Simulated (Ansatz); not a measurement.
# Phonons of TaN (P6/mmm) against volume, part 3 of 3

Aim: how do the optical modes of TaN (P6/mmm) move with volume?

Ansatz 0.2.0; DFT PBEsol, scalar-relativistic, plane waves, PAW; PAW set soft_1.

So far, highest optical mode at the zone centre (no LO-TO term) (cm⁻¹): step 4 (zone-centre response at rest) 922; step 6 (volume ratio 1.06) 849.

**8. Zone-centre modes of the member: 0.9 times the volume at rest**

The zone-centre modes follow for 0.9 times the volume at rest.

File input.yaml:

```yaml
crystal:
  lattice:
    - [4.9741248882, 0.0, 0.0]
    - [-2.4870624441, 4.3077185147, 0.0]
    - [0.0, 0.0, 2.8600922262]
  atoms:
    - { symbol: "N", position: [0.5, 0.0, 0.0] }
    - { symbol: "N", position: [0.5, 0.5, 0.0] }
    - { symbol: "N", position: [0.0, 0.5, 0.0] }
    - { symbol: Ta, position: [0.0, 0.0, 0.0] }
    - { symbol: Ta, position: [0.3333333333, 0.6666666667, 0.5] }
    - { symbol: Ta, position: [0.6666666667, 0.3333333333, 0.5] }
kpoints:
  mp_grid: { grid: [9, 9, 12] }
hamiltonian:
  xc: pbesol
  pseudopotentials: { kind: paw, azcp: { folder: soft_1 }, xc_functional: pbe }
scf:
  occupations: { method: methfessel_paxton, width: 0.2 }
output:
  eigenvalues: true
phonons:
  method: dfpt
```

Launch:

```bash
$ ansatz run input.yaml --threads 8 --pin off --max-ram 16384MiB --backend cpu --events-out ev --progress --plain --runs-dir out
```

Numbers of over 12 decimals in the logs are rounded to 6 here.

The program printed:

```text
[...]
Crystal: 6 atoms, lattice volume = 61.284 Å³
Basis set: ecut = 420 eV, 1215 PW (Γ), exchange–correlation on 72×72×40 points (8 copies of the dense FFT grid, shifted against one another)
Bands: 33, of which v1, the nominal top of the filled ones, is band 27 counted from 1 (26 counted from 0)
Symmetry: 24 space group operations
k-points: 175 of 972 (irreducible under 4 space group operations, time reversal used)
[...]
k-point 2: bands = [... 23 lower, 18.4496, 19.1184, 20.7385, 20.8906, 20.8906, 21.8095, 21.8095, 23.8154, ... 2 higher]
  k-point 174: bands = [... 23 lower, 17.9138, 18.0265, 18.9658, 20.4383, 23.9087, 24.0778, 24.2607, 24.7790, ... 2 higher]
[...]
ASR residual: 3.778e-5 → 0.000e0 eV/Å²; symmetrization residual: 3.141e-6 eV/Å²
  ASR residual per site (eV/Å²): 3.78e-5 3.11e-5 3.11e-5 2.26e-5 2.01e-5 2.01e-5
[...]
[key lines of the parts left out:]
SCF converged after 10 iterations
Free energy (F): -30562.272670 eV
Fermi energy:    21.640449 eV
```

Elapsed: 74 s, on 8 threads of Arm Neoverse N1, shared host; peak memory 1.4 GiB.

Numbers from this step:

```
sum-rule residual before enforcement                    : 3.78e-5 eV/Å²
highest optical mode at the zone centre (no LO-TO term) : 1054 cm⁻¹
lowest optical zone-centre mode                         : -625.4 cm⁻¹
```

Patterns of degenerate modes are one choice out of their space. Modes at Γ, with each element's share of the kinetic energy (negative means imaginary):

| mode | frequency (cm⁻¹) | symmetry | N % | Ta % |
| --- | --- | --- | --- | --- |
| 1 | -625.4 | B1u | 100 | 0 |
| 2 | -238.8 | E1u | 75 | 25 |
| 3 | -238.8 | E1u | 75 | 25 |
| 4 | 0.0 | acoustic | 7 | 93 |
| 5 | 0.0 | acoustic | 7 | 93 |
| 6 | 0.0 | acoustic | 7 | 93 |
| 7 | 133.1 | A2u | 1 | 99 |
| 8 | 188.9 | E1u | 22 | 78 |
| 9 | 188.9 | E1u | 22 | 78 |
| 10 | 221.1 | B1g | 0 | 100 |
| 11 | 269.1 | E2g | 0 | 100 |
| 12 | 269.1 | E2g | 0 | 100 |
| 13 | 721.5 | A2u | 91 | 9 |
| 14 | 724.6 | E2u | 100 | 0 |
| 15 | 724.6 | E2u | 100 | 0 |
| 16 | 857.4 | E1u | 96 | 4 |
| 17 | 857.4 | E1u | 96 | 4 |
| 18 | 1053.7 | B2u | 100 | 0 |

The lowest optical mode is imaginary, 625.4i cm⁻¹, so the energy falls along it, and the highest lies at 1053.7 cm⁻¹.

Between step 4 and this run (volume ratio 0.9) the value for the highest optical mode at the zone centre (no LO-TO term) moves from 922 cm⁻¹ to 1054 cm⁻¹ (+14 %).

**9. The series together**

The members are set side by side, also those not shown above.

Each row is one cell with its response, relaxed at fixed volume as far as symmetry leaves anything free; energies are extrapolated to zero smearing, and E0 is that at rest; imaginary frequencies occur in the series; shape and atoms are relaxed in each cell where symmetry leaves them free; all runs use 9×9×12 k points and Methfessel-Paxton smearing of 0.2 eV. State of the crystal along the series:

| volume ratio | V (Å³/atom) | pressure (GPa) | E - E0 (meV/atom) | first cell vector (Å) | third cell vector (Å) |
| --- | --- | --- | --- | --- | --- |
| 0.9 | 10.21 | 39.15 | 126.8 | 4.974 | 2.86 |
| 0.92 | 10.44 | 29.61 | 78.23 | 5.022 | 2.869 |
| 0.94 | 10.67 | 21.03 | 42.45 | 5.069 | 2.877 |
| 0.96 | 10.89 | 13.28 | 18.22 | 5.115 | 2.885 |
| 0.98 | 11.12 | 6.295 | 4.405 | 5.16 | 2.894 |
| 0.99 | 11.23 | 3.062 | 1.092 | 5.182 | 2.898 |
| 1 | 11.35 | -0.005436 | 0 | 5.205 | 2.903 |
| 1.02 | 11.58 | -5.692 | 4.085 | 5.248 | 2.912 |
| 1.04 | 11.8 | -10.82 | 15.82 | 5.292 | 2.92 |
| 1.06 | 12.03 | -15.44 | 34.46 | 5.335 | 2.929 |

Each mode is tracked from rest by its pattern, and modes that stay within 0.3 cm⁻¹ of each other stand once; imaginary frequencies occur in the series; shape and atoms are relaxed in each cell where symmetry leaves them free; all runs use 9×9×12 k points and Methfessel-Paxton smearing of 0.2 eV. Optical modes along the series:

| V (Å³/atom) | mode 1 B1u (cm⁻¹) | mode 2 E1u (cm⁻¹) | mode 7 A2u (cm⁻¹) | mode 8 B1g (cm⁻¹) | mode 9 E1u (cm⁻¹) | mode 11 E2g (cm⁻¹) | mode 13 A2u (cm⁻¹) | mode 14 E2u (cm⁻¹) | mode 16 E1u (cm⁻¹) | mode 18 B2u (cm⁻¹) |
| --- | --- | --- | --- | --- | --- | --- | --- | --- | --- | --- |
| 10.21 | -625.4 | -238.8 | 133.1 | 221.1 | 188.9 | 269.1 | 721.5 | 724.6 | 857.4 | 1054 |
| 10.44 | -608.7 | -239 | 129.3 | 212.4 | 187.4 | 261.2 | 695.1 | 700.5 | 832.1 | 1026 |
| 10.67 | -591.7 | -237.4 | 125.5 | 203.8 | 186.3 | 253.8 | 669.4 | 677 | 807.1 | 999 |
| 10.89 | -574.9 | -235 | 121.9 | 195.3 | 185.4 | 246.7 | 644.3 | 654 | 782.3 | 972.6 |
| 11.12 | -558.6 | -232.3 | 118.4 | 187.1 | 184.5 | 239.9 | 619.9 | 631.5 | 757.6 | 946.8 |
| 11.23 | -550.6 | -230.9 | 116.6 | 183 | 184.1 | 236.6 | 607.8 | 620.4 | 745.4 | 934.1 |
| 11.35 | -542.8 | -229.6 | 114.9 | 178.9 | 183.6 | 233.3 | 596 | 609.5 | 733.2 | 921.5 |
| 11.58 | -527.7 | -227 | 111.6 | 170.9 | 182.7 | 226.8 | 572.6 | 588 | 709.1 | 896.8 |
| 11.8 | -513.1 | -224.4 | 108.3 | 163 | 181.7 | 220.6 | 549.7 | 566.9 | 685.2 | 872.7 |
| 12.03 | -499.2 | -221.8 | 105.1 | 155.2 | 180.6 | 214.4 | 527.3 | 546.2 | 661.5 | 849 |

From cubic fits (parabolas where under five rows exist) of ln ω and P against ln V through the rows within about 4 % of rest: γ = −d ln ω / d ln V and dω/dP = γ ω / B. Slopes at rest:

| mode | fitted frequency at rest (cm⁻¹) | Grüneisen parameter γ | dω/dP (cm⁻¹/GPa) |
| --- | --- | --- | --- |
| mode 7 A2u | 114.9 | 1.47 | 0.57 |
| mode 8 B1g | 178.9 | 2.26 | 1.35 |
| mode 9 E1u | 183.6 | 0.25 | 0.15 |
| mode 11 E2g | 233.3 | 1.4 | 1.09 |
| mode 13 A2u | 595.9 | 1.98 | 3.95 |
| mode 14 E2u | 609.5 | 1.78 | 3.64 |
| mode 16 E1u | 733.2 | 1.65 | 4.06 |
| mode 18 B2u | 921.5 | 1.35 | 4.17 |

**10. Summary of results**

```json
{"members": "10", "highest optical mode at the zone centre (no LO-TO term), at rest": "921.5 cm⁻¹", "bulk modulus at rest": "299 GPa", "mode 13 A2u, γ": "1.98", "mode 14 E2u, γ": "1.78", "mode 16 E1u, γ": "1.65", "mode 18 B2u, γ": "1.35"}
```

What this shows: The series spans -15.4 to 39.1 GPa, and the slope at rest gives a bulk modulus of 299 GPa. Among the modes in the table of slopes γ runs from 0.25 (mode 9 E1u) to 2.26 (mode 8 B1g). A mode is imaginary at volume ratio 0.9, 0.92, 0.94, 0.96, 0.98, 0.99, 1, 1.02, 1.04 and 1.06, where this structure is not a minimum. One k mesh and one cutoff serve the ground states and modes of all volumes. These are harmonic frequencies at zero temperature: anharmonic shifts, linewidths and thermal expansion are left out. Spin-orbit coupling is left out, which can matter for the heavy elements here. With no gap, or one that is small against the smearing, the frequencies hang on the k mesh and the smearing, most of all near Kohn anomalies. The PAW files were made for PBE; the program adapts parts of them to the functional of the run, but their partial waves stay those of PBE, an approximation that was not tested in this session. Only the zone centre was solved, so an instability at another wavevector cannot show here.

[Logs are printed without paths, hosts, clocks, repeated set-up lines and the standing remarks that a program may print on its own settings, such as how far it seeks lower states.]

[Hosts, paths, dates, database ids (printed as entryN), source tags and the programs' standing remarks are cut or masked in the printed files.]
